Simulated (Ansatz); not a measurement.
# Cl-CC-Cl chair bilayer (AA) in a perpendicular field

Wanted: the out-of-plane response of the Cl-CC-Cl chair bilayer (AA). A positive field points along +c.

Method: plane-wave DFT, RPBE-D3(BJ), Ansatz PAW, in the first sound run; inputs show where later runs differ, in Ansatz 0.2.0.

The raw output is cut from this account; settings, times and results stay.

In doubt: Bader basins on short bonds need a finer grid (steps 3, 7), which would bear on Bader charges.

## 1. The system as given

The cell holds 8 atoms: 4 Cl and 4 C. Cell: a = 2.508 Å, b = 2.508 Å, c = 29.233 Å, α = 90.0°, β = 90.0°, γ = 120.0°. Regions: layer 1: Cl-CC-Cl chair, 4 atoms (2 Cl and 2 C); layer 2: Cl-CC-Cl chair, 4 atoms (2 Cl and 2 C). Vacuum lies along c.

## 2. Relaxing the slab

The starting cell is a guess, so the in-plane lattice and the atoms are relaxed first, with the slab cut off from its images along the normal. The program lengthens the vector along the normal by itself, so c and the volume that it reports differ from the typed ones.

File input.yaml:

```yaml
crystal:
  lattice:
    - [2.508, 0.0, 0.0]
    - [-1.254, 2.1719917127, 0.0]
    - [0.0, 0.0, 29.2333333333]
  atoms:
    - { symbol: Cl, position: [0.6666666667, 0.3333333333, 0.3078677309] }
    - { symbol: C, position: [0.6666666667, 0.3333333333, 0.3687571266] }
    - { symbol: C, position: [0.3333333333, 0.6666666667, 0.3860889396] }
    - { symbol: Cl, position: [0.3333333333, 0.6666666667, 0.4469783352] }
    - { symbol: Cl, position: [0.6666666667, 0.3333333333, 0.5530216648] }
    - { symbol: C, position: [0.6666666667, 0.3333333333, 0.6139110604] }
    - { symbol: C, position: [0.3333333333, 0.6666666667, 0.6312428734] }
    - { symbol: Cl, position: [0.3333333333, 0.6666666667, 0.6921322691] }
  periodic: [true, true, false]
kpoints:
  mp_grid: { grid: [18, 18, 1] }
hamiltonian:
  xc: rpbe
  dispersion: d3bj
scf:
  occupations: { method: fermi_dirac, width: 0.05 }
  convergence: { dr2_threshold: 1.0e-09 }
relax:
  f_tol: 0.004
  max_steps: 90
  cell: {}
output:
  write_potential: true
  write_density: true
  volumetric_format: npy
```

Started as:

```bash
$ ansatz run input.yaml --threads 4 --pin off --max-ram 6144MiB --backend cpu --events-out ev --progress --plain --runs-dir out
```

Wall time 79 s (4 threads of Arm Neoverse V1, shared host); peak memory 0.85 GiB.

The steps of the relaxation:

```csv
step,energy less that of the first step (eV),largest force component (eV/Å),volume (Å³)
1,0.0000,1.9827,252.03
2,-2.4573,0.8868,277.22
3,-3.6506,1.0670,303.61
4,-3.9543,0.8946,321.24
5,-3.9883,0.4222,323.03
6,-4.0018,0.0138,321.85
7,-4.0019,0.0007,321.70
8*,-4.1407,0.0221,321.70
9,-4.1455,0.0214,324.74
10,-4.1455,0.0015,325.11
11*,-4.1468,0.0015,325.11
```

Relaxation steps marked * repeat the geometry before them on a plane-wave basis chosen anew for their cell, so energy and pressure can jump there.

Forces are held to the 12 operations that the program found; a distortion that breaks them can't arise in this run.

```csv
cell as run,before,after,change
a (Å),2.508,2.849,+13.6 %
b (Å),2.508,2.849,+13.6 %
```

The atoms that moved most (Å, along periodic axes as changes of fractional coordinates times the final cell, across vacuum about the mean position):

```csv
atom,dx,dy,dz,length
Cl1,0.000,0.000,0.272,0.272
Cl8,0.000,0.000,-0.272,0.272
C2,0.000,0.000,0.238,0.238
C7,0.000,0.000,-0.238,0.238
C6,0.000,0.000,-0.225,0.225
C3,0.000,0.000,0.225,0.225
Cl5,0.000,0.000,-0.192,0.192
Cl4,0.000,0.000,0.192,0.192
```

The lattice constant a goes from 2.508 to 2.849 Å.

## 3. Atoms held, field 0

A sawtooth potential applies the field, turning back in the middle of the vacuum. With the dipole correction the typed value is the field outside the slab. The induced dipole is small, so the SCF threshold is tight.

The cell differs from the one that the last finished run ended in (c 46.267 → 28.690 Å).

File input.yaml:

```yaml
crystal:
  lattice:
    - [2.8485099391, 0.0, 0.0]
    - [-1.4242549695, 2.4668819702, 0.0]
    - [0.0, 0.0, 28.6900578639]
  atoms:
    - { symbol: Cl, position: [0.6666666667, 0.3333333333, 0.31369752] }
    - { symbol: C, position: [0.6666666667, 0.3333333333, 0.3745769262] }
    - { symbol: C, position: [0.3333333333, 0.6666666667, 0.3917608156] }
    - { symbol: Cl, position: [0.3333333333, 0.6666666667, 0.4526791648] }
    - { symbol: Cl, position: [0.6666666667, 0.3333333333, 0.5473208352] }
    - { symbol: C, position: [0.6666666667, 0.3333333333, 0.6082391844] }
    - { symbol: C, position: [0.3333333333, 0.6666666667, 0.6254230738] }
    - { symbol: Cl, position: [0.3333333333, 0.6666666667, 0.68630248] }
kpoints:
  mp_grid: { grid: [24, 24, 1] }
  band_path:
    path: [[0, 0, 0], [0.5, 0, 0], [0.33333333, 0.33333333, 0], [0, 0, 0]]
    npoints: 16
hamiltonian:
  xc: rpbe
  dispersion: d3bj
scf:
  occupations: { method: fermi_dirac, width: 0.02585 }
  convergence: { dr2_threshold: 1.0e-10 }
efield:
  axis: 3
  dipole_correction: true
  ramp_position: 0.97
  ramp_width: 0.06
  amplitude: 0
output:
  dos: { projected: true, e_range: [-6, 5] }
  bader: true
  write_potential: true
  write_density: true
  volumetric_format: npy
  elf: true
```

Elapsed: 34 s, on 4 threads; peak memory 0.71 GiB; 2.2 min of CPU time.

Read from the output:

| Item | Value |
| --- | --- |
| gap on the k-mesh | 1.167 eV |
| dipole along the normal | -1.10e-7 e·Å |
| gap along the path | 1.167 eV |
| smallest direct gap along the path | 1.167 eV |
| ionisation energy, upper face | 3.503 eV |
| electron affinity, upper face | 2.336 eV |
| gap, the smaller of path and mesh | 1.167 eV |

Running mean over a fixed 2.5 Å (it still follows the layers) of the planar mean; the ramp of the sawtooth is left out. Table of electron's electrostatic potential energy less the Fermi level by z:

```csv
z (Å),electron's electrostatic potential energy less the Fermi level (eV)
4,2.91
5,2.91
6,2.90
7,2.44
8,-2.34
9,-5.40
10,-10.3
11,-9.00
12,-10.2
13,-5.45
14,-3.75
15,-4.27
16,-6.75
17,-10.4
18,-9.45
19,-9.03
20,-4.67
21,-0.522
22,2.76
23,2.91
24,2.91
25,2.91
```

The density of states has structure finer than the step of the table below, so its rows give means over 0.25 eV. Peaks (eV: height): -5.920: 6.36, -5.450: 5.02, -3.020: 3.93, -1.950: 4.17, 2.490: 7.32.

The density of states by energy, zero at the Fermi level of the run, which the smearing sets inside the gap; means over each step:

```csv
energy (eV),density of states (states/eV a cell)
-5.75,4.57
-5.50,4.06
-5.25,3.00
-5.00,2.42
-4.75,2.44
-4.50,2.40
-4.25,2.40
-4.00,2.46
-3.75,2.58
-3.50,2.82
-3.25,3.45
-3.00,3.56
-2.75,3.08
-2.50,3.00
-2.25,3.37
-2.00,3.59
-1.75,2.00
-1.50,1.45
-1.25,1.24
-1.00,1.12
-0.75,0.927
-0.50,0.0567
-0.25,0
0.00,0
0.25,0
0.50,0.0484
0.75,0.393
1.00,0.534
1.25,2.40
1.50,3.00
1.75,3.08
2.00,3.18
2.25,3.64
```

Projected DOS per atom over height of the atomic layer and energy from the Fermi level. Layers: Cl C C Cl Cl C C Cl from below.

Values in states/eV, 22 rows by 8 columns, each cell a mean:
```
0.252 0.564 0.658 0.305 0.305 0.658 0.564 0.252
0.165 0.517 0.520 0.149 0.149 0.520 0.517 0.165
0.175 0.520 0.478 0.135 0.135 0.478 0.520 0.175
0.093 0.300 0.301 0.085 0.085 0.301 0.300 0.093
0.050 0.032 0.038 0.045 0.045 0.038 0.032 0.050
0.003 0.002 0.002 0.003 0.003 0.002 0.002 0.003
0.000 0.000 0.000 0.000 0.000 0.000 0.000 0.000
0.001 0.000 0.000 0.001 0.001 0.000 0.000 0.001
0.191 0.023 0.025 0.179 0.179 0.025 0.023 0.191
0.275 0.031 0.034 0.251 0.251 0.034 0.031 0.275
0.349 0.038 0.041 0.319 0.319 0.041 0.038 0.349
0.692 0.075 0.077 0.664 0.664 0.077 0.075 0.692
0.750 0.072 0.075 0.710 0.710 0.075 0.072 0.750
0.700 0.061 0.062 0.691 0.691 0.062 0.061 0.700
0.813 0.063 0.062 0.836 0.836 0.062 0.063 0.813
0.646 0.053 0.052 0.669 0.669 0.052 0.053 0.646
0.566 0.049 0.049 0.578 0.578 0.049 0.049 0.566
0.539 0.049 0.050 0.547 0.547 0.050 0.049 0.539
0.542 0.054 0.056 0.551 0.551 0.056 0.054 0.542
0.534 0.069 0.070 0.549 0.549 0.070 0.069 0.534
0.716 0.231 0.239 0.697 0.697 0.239 0.231 0.716
0.805 0.320 0.320 0.873 0.873 0.320 0.320 0.805
```
Columns: height of the atomic layer (Å) from 9 to 19.7 (not evenly spaced); rows upwards: energy from the Fermi level (eV) from -5.96 to 2.5.

The electronic bands at the labelled points (eV, zero at the Fermi level of the run, which the smearing sets inside the gap):

```csv
point,band 19,band 20,band 21,band 22,band 23,band 24,band 25,band 26
Γ,-0.67,-0.67,-0.59,-0.59,0.57,1.05,1.36,1.49
halfway,-2.56,-2.42,-1.47,-1.31,1.43,1.53,1.69,2.25
M,-3.19,-3.02,-2.12,-1.93,1.12,1.20,2.46,2.79
halfway,-4.42,-4.14,-3.46,-3.28,2.70,2.74,3.14,3.35
K,-5.22,-5.08,-5.08,-4.91,3.07,3.07,3.67,3.67
halfway,-2.99,-2.96,-2.32,-2.16,1.86,2.21,2.47,3.25
Γ,-0.67,-0.67,-0.59,-0.59,0.57,1.05,1.36,1.49
```

Electrostatic potential energy in the ca plane at fractional y = 0.333, with atoms of Cl and C within 0.2 Å of it. With pseudopotentials it is smooth inside the atoms' cores, unlike the true potential.

Ten even steps from '0' (-53 eV) to '9' (6 eV), each cell a mean:
```
99999999999999999975468866899999999986457876
99999999999999999841026501589999999962014620
99999999999999999830016300389999999951003510
99999999999999999851137512689999999973115731
99999999999999999986578877899999999997568887
99999999999999999999999998889888899999999998
99999999999999999999999998889877899999999998
99999999999999999999999988899988999999999998
```
Columns run along c (16.0 Å, from fractional 0.07 to 0.62 of the cell; values clipped at the 3rd and 97th percentile), rows up along a (2.8 Å). Atoms in or near the plane, at fractional coordinates: Cl at (0.31, 0.67), C at (0.37, 0.67), Cl at (0.55, 0.67), C at (0.61, 0.67).

Valence density in the ca plane at fractional y = 0.333, with atoms of Cl and C within 0.2 Å of it. It is the smooth field of the valence electrons, not physical close to the nuclei.

Ten even steps from '0' (0.0 e/Å³) to '9' (1.6 e/Å³), each cell a mean:
```
00000000000000000148963356411122100026974346
00000000000000000279897799510000000159798689
00000000000000000384298899620000000158169899
00000000000000000279996688510011000149997679
00000000000000000147752245311122100025863235
00000000000000000012211123321245310001221112
00000000000000000001100012221356310001110012
00000000000000000012321123311244310012321113
```
Columns run along c (16.0 Å, from fractional 0.07 to 0.62 of the cell), rows up along a (2.8 Å). Atoms in or near the plane, at fractional coordinates: Cl at (0.31, 0.67), C at (0.37, 0.67), Cl at (0.55, 0.67), C at (0.61, 0.67).

ELF in the ca plane at fractional y = 0.333, with atoms of Cl and C within 0.2 Å of it. It is the smooth field of the valence electrons, not physical close to the nuclei.

Ten even steps from '0' (0.00) to '9' (0.90), each cell a mean:
```
00000000000000013799986578831356520289997568
00000000000000014898678745730011100488768864
00000000000000014785369722530000000487348950
00000000000000014898778756730122100489878765
00000000000000003799985478731367620279996458
00000000000000000256641147633699951035652136
00000000000000000011110036543799961001110015
00000000000000001367752257632689950047763136
```
Columns run along c (16.0 Å, from fractional 0.07 to 0.62 of the cell), rows up along a (2.8 Å). Atoms in or near the plane, at fractional coordinates: Cl at (0.31, 0.67), C at (0.37, 0.67), Cl at (0.55, 0.67), C at (0.61, 0.67).

The gap is 1.17 eV, with the valence edge 3.50 eV and the conduction edge 2.34 eV under the upper vacuum level.

## 4. Single point, field 0.1 V/Å

Edit input.yaml of step 3 so:

```diff
@@ -30,6 +30,4 @@
   ramp_width: 0.06
-  amplitude: 0
+  amplitude: 0.1
 output:
-  dos: { projected: true, e_range: [-6, 5] }
-  bader: true
   write_potential: true
@@ -37,2 +35 @@
   volumetric_format: npy
-  elf: true
```

Elapsed: 18 s, on 4 threads; peak memory 0.69 GiB.

The dipole is 0.0423 e·Å, and the gap 1.115 eV.

## 5. Atoms held, field -0.1 V/Å

Edit input.yaml of step 4 so:

```diff
@@ -30,3 +30,3 @@
   ramp_width: 0.06
-  amplitude: 0.1
+  amplitude: -0.1
 output:
```

It took 19 s on 4 threads; peak memory 0.69 GiB.

The dipole is -0.0423 e·Å, and the gap 1.115 eV.

## 6. Single point, field 0.5 V/Å

Edit input.yaml of step 5 so:

```diff
@@ -30,3 +30,3 @@
   ramp_width: 0.06
-  amplitude: -0.1
+  amplitude: 0.5
 output:
```

The job ended after 20 s (4 threads; peak memory 0.68 GiB).

The dipole is 0.212 e·Å, and the gap 0.475 eV.

## 7. Atoms held, field -0.3 V/Å

Edit input.yaml of step 6 so:

```diff
@@ -30,4 +30,6 @@
   ramp_width: 0.06
-  amplitude: 0.5
+  amplitude: -0.3
 output:
+  dos: { projected: true, e_range: [-6, 5] }
+  bader: true
   write_potential: true
@@ -35 +37,2 @@
   volumetric_format: npy
+  elf: true
```

Wall time 35 s (4 threads); peak memory 0.69 GiB.

The dipole is -0.127 e·Å, and the gap 0.866 eV.

## 8. Response, atoms held

This step: plane-wave DFT, RPBE-D3(BJ), Ansatz PAW; response to a field along the normal, atoms held (Ansatz 0.2.0).

The dipoles give the slope, and the difference of two potentials shows where the field is screened.

This step gave:

| Quantity | Value |
| --- | --- |
| equivalent conductor thickness p/(ε₀AE) | 10.90 Å |
| distance between the outer atoms | 10.69 Å |

The dipole of the cell by applied field:

```csv
applied field (V/Å),dipole of the cell (e·Å)
-0.300,-0.127
-0.100,-0.0423
0.000,0
0.100,0.0423
0.500,0.212
```

Local field over the applied field, running mean. From the potentials at -0.1 and 0.1 V/Å; running mean over 2.5 Å. The local field over applied field by z:

```csv
z (Å),local field over applied field
4.5,1.000
5.0,0.999
5.5,0.997
6.0,0.988
6.5,0.959
7.0,0.878
7.5,0.719
8.0,0.530
8.5,0.355
9.0,0.212
9.5,0.126
10.0,0.0896
10.5,0.113
11.0,0.126
11.5,0.113
12.0,0.0883
12.5,0.123
13.0,0.194
13.5,0.285
14.0,0.334
14.5,0.339
15.0,0.311
15.5,0.229
16.0,0.146
16.5,0.0935
17.0,0.102
17.5,0.124
18.0,0.121
18.5,0.0960
19.0,0.104
19.5,0.173
20.0,0.295
20.5,0.462
21.0,0.647
21.5,0.826
22.0,0.937
22.5,0.980
23.0,0.994
23.5,0.998
24.0,1.000
24.5,1.000
```

The induced electron density oscillates, so the rows of the table below give means over 0.5 Å (shorter at the two ends). Its distinct maxima (Å: e/Å³ per V/Å): 8.22: 0.00492, 10.76: 0.00322, 11.95: 0.00113, 15.09: 0.00430, 17.48: 0.00314, 18.68: 0.00120. Distinct minima: 10.01: -0.00120, 11.21: -0.00314, 13.60: -0.00430, 16.74: -0.00113, 17.93: -0.00322, 20.47: -0.00492.

Electrons, planar mean, per unit field. The induced electron density by z; means over each step:

```csv
z (Å),induced electron density (e/Å³ per V/Å)
4.5,9.1e-7
5.0,3.4e-6
5.5,1.3e-5
6.0,4.9e-5
6.5,1.8e-4
7.0,5.9e-4
7.5,0.00179
8.0,0.00408
8.5,0.00368
9.0,-8.3e-6
9.5,-4.1e-4
10.0,-9.8e-4
10.5,0.00132
11.0,-9.7e-5
11.5,-0.00117
12.0,9.4e-4
12.5,4.7e-4
13.0,2.3e-5
13.5,-0.00355
14.0,-0.00270
14.5,0.00129
15.0,0.00395
15.5,0.00131
16.0,-6.3e-4
16.5,-7.4e-4
17.0,-1.3e-4
17.5,0.00182
18.0,-0.00213
18.5,6.6e-4
19.0,6.1e-4
19.5,5.2e-4
20.0,-0.00227
20.5,-0.00454
21.0,-0.00261
21.5,-9.0e-4
22.0,-2.9e-4
22.5,-8.1e-5
23.0,-2.2e-5
23.5,-5.7e-6
24.0,-1.5e-6
24.5,-5.4e-7
```

The smaller of the gaps on the path and on the k-mesh, counted as 0 under 0.03 eV. Table of gap by applied field:

```csv
applied field (V/Å),gap (eV)
-0.300,0.866
-0.100,1.11
0.000,1.17
0.100,1.11
0.500,0.475
```

By hand: between -0.1 and 0.1 V/Å the dipole changes by 0.08463 e·Å, a slope of 0.4232 e·Å²/V. A perfect conductor of thickness t has p = ε₀AEt, so t = 180.95 × 0.4232 / 7.027 = 10.90 Å (e/ε₀ = 180.95 V·Å, A in Å²).

The induced dipole is that of a conductor 10.90 Å thick.

## 9. Field on, atoms free, field 0.1 V/Å

This step: plane-wave DFT, RPBE-D3(BJ), Ansatz PAW (Ansatz 0.2.0).

Now the atoms may follow the field. A weak field makes forces of meV/Å to tens of meV/Å, so the force tolerance is set well below the usual one.

Edit input.yaml of step 7 so:

```diff
@@ -15,6 +15,3 @@
 kpoints:
-  mp_grid: { grid: [24, 24, 1] }
-  band_path:
-    path: [[0, 0, 0], [0.5, 0, 0], [0.33333333, 0.33333333, 0], [0, 0, 0]]
-    npoints: 16
+  mp_grid: { grid: [18, 18, 1] }
 hamiltonian:
@@ -30,6 +27,7 @@
   ramp_width: 0.06
-  amplitude: -0.3
+  amplitude: 0.1
+relax:
+  f_tol: 0.001
+  max_steps: 60
 output:
-  dos: { projected: true, e_range: [-6, 5] }
-  bader: true
   write_potential: true
@@ -37,2 +35 @@
   volumetric_format: npy
-  elf: true
```

It took 28 s on 4 threads; peak memory 0.53 GiB.

Hardly anything moved in the relaxation; the energy changed by under 0.2 meV an atom.

Read from the output:

* gap on the k-mesh: 1.119 eV
* dipole along the normal: 0.04286 e·Å

The relaxation took 6 steps and lowered the energy by 2.8e-5 eV; the largest force on the free atoms ends at 5.5e-5 eV/Å.

The dipole is 0.0429 e·Å, and the gap on the mesh 1.119 eV.

## 10. Relaxing in the field, field -0.1 V/Å

The opposite sign, again from the field-free geometry; the difference of the two cancels what relaxes without a field.

Edit input.yaml of step 9 so:

```diff
@@ -27,3 +27,3 @@
   ramp_width: 0.06
-  amplitude: 0.1
+  amplitude: -0.1
 relax:
```

It took 28 s on 4 threads; peak memory 0.53 GiB.

No atom moved by 0.005 Å in the relaxation.

Read from the output:

```yaml
dipole_along_the_normal: -0.04286 e·Å
```

The relaxation took 6 steps and lowered the energy by 2.8e-5 eV; the largest force on the free atoms ends at 5.5e-5 eV/Å.

The dipole is -0.0429 e·Å, and the gap on the mesh 1.119 eV.

## 11. Response, atoms relaxed

This step: plane-wave DFT, RPBE-D3(BJ), Ansatz PAW; response to a field along the normal, atoms relaxed (Ansatz 0.2.0).

The same analysis on the two relaxed runs holds the ionic part too; their mesh is coarser, so small differences from the held value can come from that.

This step gave:

| Quantity | Value |
| --- | --- |
| equivalent conductor thickness p/(ε₀AE) | 11.04 Å |

(Continued in part 2 of 2.)

[Long decimals in the printed logs are rounded to 6 places.]

[Logs are printed without paths, hosts, clocks, repeated set-up lines and the standing remarks that a program may print on its own settings, such as how far it seeks lower states.]

[Hosts, paths, dates, database ids (printed as entryN), source tags and the programs' standing remarks are cut or masked in the printed files.]

[Maps of the electrostatic potential energy from Ansatz leave out the sawtooth potential of an applied field or a dipole correction, so their vacuum need not be flat; planar profiles and work functions include it.]

[The density of states shown here was stored with 400 of the rows of the run's finer table, so its peaks can read low, often by over a quarter, or be missed, and its means over a window can be off by a tenth or more.]
